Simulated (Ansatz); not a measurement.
# Electron scattering at the twin(10-12) boundary in hcp Ru, part 2 of 2

How much does the twin(10-12) boundary in hcp Ru reflect electrons?

Ansatz 0.2.0; Ansatz plane-wave DFT, PBE, PAW files; relaxation of a bicrystal slab with its lowest layers held; PAW set soft_1 (the session's first sound run).

So far. Step 2 (Relaxing the bicrystal): The largest force component on a free atom ends at 0.010 eV/Å, under the tolerance of 0.03, after 7 steps.

### Step 3. Transmission across the boundary

Bulk layers of each grain are laid under and over the relaxed boundary, and a lead is named in the middle of each, away from the free faces. The mesh across the current, 10×24, is finer than the density's, because channels open and close sharply across the zone. Energies from -0.1 to 0.1 eV in steps of 0.05 eV are too few for the program's thermal sum, so it prints no conductance; for a metal the transmission near the Fermi level serves, at a fraction of the cost.

This step: Ansatz plane-wave DFT, PBE, PAW files; ballistic transport by layer matching (Landauer), zero bias; boundary relaxed in a short slab, bulk layers laid on; PAW set soft_1 (Ansatz 0.2.0).

System of this step: twin(10-12) boundary in hcp Ru. The cell holds 57 atoms: 57 Ru. Cell: a = 6.348 Å, b = 2.706 Å, c = 52.914 Å, α = 90.0°, β = 90.0°, γ = 90.0°. It derives from Ru. Regions: lower grain, 22 atoms (22 Ru); boundary, 17 atoms (17 Ru); upper grain, 18 atoms (18 Ru). Vacuum lies along c.

Input file input.yaml:

```yaml
crystal:
  lattice:
    - [6.3481279548, 0.0, 0.0]
    - [0.0, 2.7058, 0.0]
    - [0.0, 0.0, 52.9143867024]
  atoms:
    - { symbol: Ru, position: [4.837733358, -6.5833333333, 0.0755938082] }
    - { symbol: Ru, position: [4.1560563199, -7.0833333334, 0.0955075168] }
    - { symbol: Ru, position: [4.5652178008, -6.0833333333, 0.105464371] }
    - { symbol: Ru, position: [3.8835407627, -6.5833333334, 0.1253780796] }
    - { symbol: Ru, position: [4.2927022436, -5.5833333333, 0.1353349339] }
    - { symbol: Ru, position: [3.6110252055, -6.0833333334, 0.1552486424] }
    - { symbol: Ru, position: [4.0201866864, -5.0833333333, 0.1652054967] }
    - { symbol: Ru, position: [3.3385096483, -5.5833333334, 0.1851192053] }
    - { symbol: Ru, position: [3.7476711292, -4.5833333333, 0.1950760596] }
    - { symbol: Ru, position: [3.0659940911, -5.0833333334, 0.2149897681] }
    - { symbol: Ru, position: [3.475155572, -4.0833333333, 0.2249466224] }
    - { symbol: Ru, position: [2.7934785339, -4.5833333334, 0.2448603309] }
    - { symbol: Ru, position: [3.2026400148, -3.5833333333, 0.2548171852] }
    - { symbol: Ru, position: [2.5209629767, -4.0833333334, 0.2747308938] }
    - { symbol: Ru, position: [2.9301244576, -3.0833333333, 0.2846877481] }
    - { symbol: Ru, position: [2.2484474195, -3.5833333334, 0.3046014566] }
    - { symbol: Ru, position: [2.6576089004, -2.5833333333, 0.3145583109] }
    - { symbol: Ru, position: [1.9759318623, -3.0833333334, 0.3344720195] }
    - { symbol: Ru, position: [2.3850933432, -2.0833333333, 0.3444288737] }
    - { symbol: Ru, position: [1.7034163051, -2.5833333334, 0.3643425823] }
    - { symbol: Ru, position: [2.112577786, -1.5833333333, 0.3742994366] }
    - { symbol: Ru, position: [1.4309007479, -2.0833333334, 0.3942131451] }
    - { symbol: Ru, position: [0.8400622288, 0.9166666667, 0.4041699994] }
    - { symbol: Ru, position: [0.1583851907, 0.4166666667, 0.424083708] }
    - { symbol: Ru, position: [0.5663158686, 0.4166666667, 0.4337781057] }
    - { symbol: Ru, position: [0.8804932457, 0.9166666667, 0.4537941352] }
    - { symbol: Ru, position: [0.2907740129, 0.9166666667, 0.4642776178] }
    - { symbol: Ru, position: [0.6089132278, 0.4166666667, 0.4835845957] }
    - { symbol: Ru, position: [0.0201836511, 0.4166666667, 0.494774266] }
    - { symbol: Ru, position: [0.33435298, 0.9166666667, 0.5162852654] }
    - { symbol: Ru, position: [0.7426735543, 0.9166666667, 0.5218742024] }
    - { symbol: Ru, position: [0.0774161358, 0.4166666667, 0.5447897434] }
    - { symbol: Ru, position: [0.7397409871, 0.9166666667, 0.5677357342] }
    - { symbol: Ru, position: [0.3315822523, 0.9166666667, 0.5737771815] }
    - { symbol: Ru, position: [0.0163994521, 0.4166666667, 0.5947799608] }
    - { symbol: Ru, position: [0.605018626, 0.4166666667, 0.6061509469] }
    - { symbol: Ru, position: [0.2870016313, 0.9166666667, 0.6257133009] }
    - { symbol: Ru, position: [0.8791422051, 0.9166666667, 0.6355349007] }
    - { symbol: Ru, position: [0.5618713513, 0.4166666667, 0.6556936432] }
    - { symbol: Ru, position: [1.1521838164, -1.5833333334, 0.6655279805] }
    - { symbol: Ru, position: [1.8338608545, -1.0833333333, 0.6854416891] }
    - { symbol: Ru, position: [1.4246993736, -2.0833333334, 0.6953985434] }
    - { symbol: Ru, position: [2.1063764117, -1.5833333333, 0.7153122519] }
    - { symbol: Ru, position: [1.6972149308, -2.5833333334, 0.7252691062] }
    - { symbol: Ru, position: [2.3788919689, -2.0833333333, 0.7451828148] }
    - { symbol: Ru, position: [1.969730488, -3.0833333334, 0.7551396691] }
    - { symbol: Ru, position: [2.6514075261, -2.5833333333, 0.7750533776] }
    - { symbol: Ru, position: [2.2422460452, -3.5833333334, 0.7850102319] }
    - { symbol: Ru, position: [2.9239230833, -3.0833333333, 0.8049239404] }
    - { symbol: Ru, position: [2.5147616024, -4.0833333334, 0.8148807947] }
    - { symbol: Ru, position: [3.1964386405, -3.5833333333, 0.8347945033] }
    - { symbol: Ru, position: [2.7872771596, -4.5833333334, 0.8447513576] }
    - { symbol: Ru, position: [3.4689541977, -4.0833333333, 0.8646650661] }
    - { symbol: Ru, position: [3.0597927168, -5.0833333334, 0.8746219204] }
    - { symbol: Ru, position: [3.7414697549, -4.5833333333, 0.894535629] }
    - { symbol: Ru, position: [3.332308274, -5.5833333334, 0.9044924832] }
    - { symbol: Ru, position: [4.0139853121, -5.0833333333, 0.9244061918] }
kpoints:
  mp_grid: { grid: [4, 9, 1] }
hamiltonian:
  xc: pbe
  pseudopotentials: { kind: paw, azcp: { folder: soft_1 } }
scf:
  occupations: { method: fermi_dirac, width: 0.1 }
output:
  transmission:
    leads: [[12, 14], [45, 47]]
    kmesh: [10, 24]
    e_range: [-0.1, 0.1]
    de: 0.05
  write_potential: true
  write_density: true
  volumetric_format: npy
  elf: true
```

The run is started by

```sh
> ansatz run input.yaml --threads 4 --pin off --max-ram 15360MiB --backend cpu --events-out ev --progress --plain --runs-dir out
```

Numbers of over 12 decimals in the logs are rounded to 6 here.

What it wrote:

```text
[...]
Crystal: 57 atoms, lattice volume = 908.898 Å³
Basis set: ecut = 420 eV, 17841 PW (Γ)
Bands: 548, of which v1, the nominal top of the filled ones, is band 456 counted from 1 (455 counted from 0)
Symmetry: 2 space group operations
[...]
k-points: 15 of 36 (time reversal used)
[...]
SCF iter   1: F=—  HF=-335116.129641 eV  |F-HF|=—  |Δ(HF+E_count)|=         —  Δρ=1.11e-1  dr2=3.21e2  ethr=3.10e-3  ⟨swp⟩=6.7  Hψ=29135  notcnv=0
[...]
SCF iter  12: F=-335080.022811 eV  HF=-335080.022811 eV  |F-HF|=3.17e-8  |Δ(HF+E_count)|=   1.16e-8  Δρ=1.65e-6  dr2=5.48e-8  ethr=1.10e-11  ⟨swp⟩=9.2  Hψ=22793  notcnv=0
SCF 1 converged in 12 iterations: F = -335080.022811 eV  dr2 = 5.48e-8
[...]
transmission: 601 of 6006 steps passed
transmission: 1202 of 6006 steps passed
[...]
transmission: 6006 of 6006 steps passed
WARN: The input density's exchange-correlation potential varies sharply where the density is thin. Do not read a vacuum level from v_tot or v_xc, or from such a field of the output density. On a cell that repeats whose density bears no net charge and no dipole along the vacuum's axis use v_es (v_loc + v_h of the components); under efield.dipole_correction with no amplitude use v_es + v_field, which holds any external [...]
SCF converged after 12 iterations
Free energy (F): -335080.022811 eV
[...]
Internal energy: -335078.358610 eV  (E = F + TS)
E sigma→0 (E₀):  -335079.190711 eV
Entropy (-TS):   -1.664201 eV (-29.197 meV/atom)
Fermi energy:    19.209272 eV
[...]
--- Band table (eV; the first three rows and the last of 15) ---
  k-point 0: bands = [... 452 lower, 18.7563, 18.8017, 18.8041, 18.8212, 18.8432, 18.8618, 18.9185, 18.9422, ... 88 higher]
  k-point 1: bands = [... 452 lower, 18.4997, 18.5187, 18.5356, 18.5840, 18.6179, 18.6581, 18.6969, 18.7255, ... 88 higher]
  k-point 2: bands = [... 452 lower, 18.4595, 18.4781, 18.5064, 18.5539, 18.5959, 18.6340, 18.7005, 18.7110, ... 88 higher]
  k-point 14: bands = [... 452 lower, 20.1396, 20.1415, 20.2018, 20.2148, 20.2500, 20.2725, 20.3034, 20.3121, ... 88 higher]
--- Transmission ---
  basis      : 149 plane waves across, 77 finite elements along
  points     : 78, standing for a mesh of 10 x 24
  energies   : 5 from -0.100000 to 0.100000 eV about the Fermi level, 0.050000 eV apart; the leads are filled to 0.000000 eV, and channels, transmission and decay are at 0.000000 eV
  crystal 0  : Ru4, at the sites [12, 14], period 3.1612 Å, over 18.97 Å; its Hamiltonian steps by up to 35.8 meV: too much for a lead, lay more layers or, if its atoms are ordered, name the step of that order
    offset         : up to 0.0000 Å between an atom of the period and one for which it stands
    channels       : 3.833333e0 a spin
    conductance    : none, the energies end too early or step too widely for 300 K: set another output.transmission.e_range or a lower de, or, where they end at an eighth of basis.ecutwfc, a higher one
[...]
channels       : 3.833333e0 a spin
[...]
junction   : crystal 0 to crystal 1, 13.39 to 38.28 Å
    transmission   : 2.018417e0 a spin
[...]
```

The job ended after 19 min (4 threads of Arm Neoverse V1, shared host; peak memory 10 GiB; 72 min of CPU time).

Numbers from this step:

| Quantity | Value |
| --- | --- |
| free energy | -335080.0228 eV |
| energy at zero smearing | -335079.1907 eV |
| Fermi energy | 19.21 eV |
| cell area | 17.18 Å² |
| transmission per spin nearest the Fermi level | 2.018 |
| open channels per spin nearest the Fermi level | 3.833 |
| open channels per spin, upper lead | 3.833 |
| step of the lead's potential | 35.8 meV |
| step of the upper lead's potential | 21.1 meV |

Per spin. Transmission, zone mean against energy, zero at the Fermi level:

```
energy (eV)  transmission, zone mean
    -0.1000                     2.21
    -0.0500                     2.11
     0.0000                     2.02
     0.0500                     1.96
     0.1000                     2.02
```

Per spin. The open channels, zone mean by energy, zero at the Fermi level:

```
energy (eV)  lead  upper lead
    -0.1000  3.96        3.96
    -0.0500  3.92         3.9
     0.0000  3.83        3.83
     0.0500  3.73        3.73
     0.1000  3.82        3.82
```

Transmission over k1 and k2. At 0.0000 eV from the Fermi level.

Values, 22 rows by 10 columns, each cell a mean:
```
1.93 1.90 3.28 2.98 4.03 1.28 4.03 2.98 3.28 1.90
1.86 1.19 2.15 2.65 1.89 1.45 1.89 2.65 2.15 1.19
1.60 1.49 2.26 1.83 1.80 1.34 1.80 1.83 2.26 1.49
1.48 1.50 0.99 1.36 1.43 1.34 1.43 1.36 0.99 1.50
2.19 2.26 0.98 1.62 2.03 2.00 2.03 1.62 0.98 2.26
1.88 2.23 1.52 1.52 2.03 2.23 2.03 1.52 1.52 2.23
1.83 2.14 1.29 1.17 1.83 2.27 1.83 1.17 1.29 2.14
2.51 2.00 1.44 0.88 1.57 2.01 1.57 0.88 1.44 2.00
3.19 2.11 2.33 1.28 1.53 1.80 1.53 1.28 2.33 2.11
4.10 3.19 2.59 2.19 2.63 1.84 2.63 2.19 2.59 3.19
4.29 3.37 2.45 2.62 2.83 1.43 2.83 2.62 2.45 3.37
4.17 3.30 2.59 2.26 2.74 1.85 2.74 2.26 2.59 3.30
3.23 2.12 2.41 1.33 1.53 1.78 1.53 1.33 2.41 2.12
2.58 2.00 1.46 0.86 1.56 1.99 1.56 0.86 1.46 2.00
1.86 2.12 1.27 1.14 1.81 2.25 1.81 1.14 1.27 2.12
1.84 2.24 1.50 1.50 2.02 2.26 2.02 1.50 1.50 2.24
2.18 2.25 1.08 1.63 2.03 2.01 2.03 1.63 1.08 2.25
1.58 1.60 0.93 1.39 1.51 1.41 1.51 1.39 0.93 1.60
1.55 1.44 2.14 1.76 1.73 1.31 1.73 1.76 2.14 1.44
1.85 1.24 2.19 2.59 1.90 1.45 1.90 2.59 2.19 1.24
1.92 1.83 3.17 2.96 3.84 1.29 3.84 2.96 3.17 1.83
1.95 0.85 3.65 3.25 4.30 1.11 4.30 3.25 3.65 0.85
```
Columns: k1 (b1) from -0.5 to 0.4; rows upwards: k2 (b2) from -0.5 to 0.458.

Open channels over k1 and k2. At 0.0000 eV from the Fermi level.

Ten even steps from '0' (2.00) to '9' (8.00):
```
0133818331
0013515310
0011313110
0011101110
3301333103
6311111113
3511111115
3331111133
6551111155
6563111365
9865535568
9866535668
9865535568
6563111365
6551111155
3331111133
3511111115
6311111113
3301333103
0011101110
0011313110
0013515310
0133818331
0033606330
```
Columns: k1 (b1) from -0.5 to 0.4; rows upwards: k2 (b2) from -0.5 to 0.458.

Electrostatic potential energy in the ca plane at fractional y = 0.917, with atoms of Ru within 0.2 Å of it. With pseudopotentials it is smooth inside the atoms' cores, unlike the true potential.

Values in eV, 9 rows by 16 columns, each cell a mean:
```
  5  21 -14 -56   9 -52 -34  20  16  -8  14 -10 -28  19  23  24
-10  20  14   3  18 -15  -5  18  19  20  19  18  17  22  23  24
 12  18  20  20  18  17  14  19  19  20  18  22  23  24  24  24
 11  19  18  19  18   3 -41  11   0  -1  21  23  24  24  24  24
-42  15 -21   2  21  -6 -63   4 -41 -43  19  22  24  24  24  24
-45  10 -60 -22  20  15  -2  17 -14 -16  18  19  23  24  24  24
  9  18 -14   5  18  20  20  18  18  15  19  19  22  23  24  24
 20  18  16  12  19  19  20  18  11 -35   8   8   0  21  23  24
 19  19  -7 -43  14  -9   0  21   2 -67  -4 -28 -51  17  23  24
```
Columns run along c (16.0 Å, from fractional 0.70 to 1.00 of the cell; values clipped at the 3rd and 97th percentile), rows up along a (6.3 Å). Atoms in or near the plane, at fractional coordinates: Ru at (0.75, 0.38), Ru at (0.76, 0.97), Ru at (0.80, 0.92), Ru at (0.81, 0.51), Ru at (0.86, 0.47), Ru at (0.87, 0.06), Ru at (0.92, 0.01).

ELF in the ca plane at fractional y = 0.917, with atoms of Ru within 0.2 Å of it. It is the smooth field of the valence electrons, not physical close to the nuclei.

Ten even steps from '0' (0.00) to '9' (0.60), each cell a mean:
```
54444359989655899963444458864446999621000000
84344348997455899963445543444545786311000000
95344444664454699744545543344455432110000000
84444554334554455445444443444455432100000000
54554544444444444445444443444445432100000000
45544444444445545654455433455444432100000000
44445543345545458985454565445444321000000000
76445444345444469898445899744444321100000000
99644478754444369898546989844444432100000000
89754699973344358985446999844555443210000000
99644798984444544544544688545455544311000000
76444599964544543345544455444444554321000000
34454457644544444444445544444445554321000000
44544444445544444444445446653455543211000000
44444544544455543455445469985444686311000000
44545546886454444445444489896457999621000000
45544448999544689743443489996458989831100000
```
Columns run along c (16.0 Å, from fractional 0.70 to 1.00 of the cell), rows up along a (6.3 Å). Atoms in or near the plane, at fractional coordinates: Ru at (0.75, 0.38), Ru at (0.76, 0.97), Ru at (0.80, 0.92), Ru at (0.81, 0.51), Ru at (0.86, 0.47), Ru at (0.87, 0.06), Ru at (0.92, 0.01).

Valence density in the ca plane at fractional y = 0.917, with atoms of Ru within 0.2 Å of it. It is the smooth field of the valence electrons, not physical close to the nuclei.

Ten even steps from '0' (0 e/Å³) to '9' (11 e/Å³), each cell a mean:
```
00000004884100378510000002210001564100000000
20000002552000378510000000000000121000000000
40000000110000134200000000000000000000000000
30000000000000001000000000000000000000000000
10000000000000000000000000000000000000000000
00000000000000000100000000000000000000000000
00000000000000002431000011000000000000000000
21000000000000015972000254100000000000000000
74100012200000015972001598300000000000000000
96200158620000002431001486200000000000000000
74100169720000000000000132100000000000000000
21000135410000000000000000000000000000000000
00000011100000000000000000000000000000000000
00000000000000000000000001100000000000000000
00000000000000000000000014530000121000000000
00000001221000000000000038951001564100000000
00000003773000134200000026741002796200000000
```
Columns run along c (16.0 Å, from fractional 0.70 to 1.00 of the cell), rows up along a (6.3 Å). Atoms in or near the plane, at fractional coordinates: Ru at (0.75, 0.38), Ru at (0.76, 0.97), Ru at (0.80, 0.92), Ru at (0.81, 0.51), Ru at (0.86, 0.47), Ru at (0.87, 0.06), Ru at (0.92, 0.01).

Over the solved energies the transmission per spin lies between 1.96 and 2.21, out of 3.85 channels of the lead on average (up to 3.96). The log calls the step of a lead's potential too much.

### Step 4. Specific resistance

This step: Ansatz plane-wave DFT, PBE, PAW files; ballistic transport by layer matching (Landauer), zero bias; specific resistance of the boundary; PAW set soft_1 (Ansatz 0.2.0).

This step gave:

| Quantity | Value |
| --- | --- |
| area resistance | 0.4985 fΩ m² |
| T over the leads' mean channel count | 0.5360 |

Averaged over the energies near the Fermi level, 53.6 % of the channels pass, which makes 0.498 fΩ m².

By hand, with T and the leads' channels N averaged over the energies near the Fermi level: RA = A (h/2e²)(1/T − ½[1/N₁ + 1/N₂]) = 17.18×10⁻²⁰ m² × 12 906 Ω × (1/2.063 − ½[1/3.851 + 1/3.848]) = 0.498 fΩ m².

### Step 5. Results

* specific resistance of the boundary: 0.498 fΩ m²
* share of channels that pass: 0.536

The boundary has a specific resistance of 0.50 fΩ m². The boundary reflects 46 % of the channels; 0.50 fΩ m² is 5.0×10⁻¹² Ω·cm². One starting structure was relaxed; another shift or atom count at the boundary may lie lower. A lead's potential steps by up to 36 meV from period to period, which the log calls too much, so longer leads could move the result.

[Logs are printed without paths, hosts, clocks, repeated set-up lines and the standing remarks that a program may print on its own settings, such as how far it seeks lower states.]

[Hosts, paths, dates, database ids (printed as entryN), source tags and the programs' standing remarks are cut or masked in the printed files.]
